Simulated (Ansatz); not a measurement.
# Is the response still linear at 0.3 V/Å? Al2O2 3 layers, AB

The dipole of a slab grows in proportion to a weak field along its normal. Does the weak-field slope carry to a strong field?

Set-up. Ansatz 0.2.0, plane waves with PAW datasets (its set soft_2), PBEsol-D3(BJ); atoms held at their relaxed places, 18 Å of vacuum, dipole correction, cell area 7.45 Å², 18×18 k-points, smearing 0.05 eV. Without field the slab has a gap of 0.97 eV.

```
  run  field (V/Å)  dipole (e·Å)
run 1        −0.05      −0.02931
run 2         0.00       0.00000
run 3         0.05       0.02931
run 4         0.10       0.05864
run 5         0.30             ?
```

Q: Estimate the withheld value from the rows shown.

A least-squares line through the 4 rows shown has slope 0.586320 and intercept 0.000002; no row lies more than 0.00001 e·Å off it. A perfect conductor with that slope would be 180.95 × 0.58632 / 7.45 = 14.24 Å thick. At 0.30 it gives 0.586320 × 0.30 + 0.000002 = 0.17590 e·Å, beyond the rows fitted. Rounding and scatter of the rows alone allow about ±0.00003 e·Å there.

The run itself gives 0.18180 e·Å: a miss of +0.00590 e·Å. That is 3.4 % of the induced dipole, a departure from the straight line; meanwhile the gap has gone from 0.97 eV to 0.24 eV.

Caveats: Ions are held, so this is the electronic response. Of the series that stay linear within 1 %, this collection keeps about one in seven, and it keeps all that bend.

[Logs are printed without paths, hosts, clocks, repeated set-up lines and the standing remarks that a program may print on its own settings, such as how far it seeks lower states.]
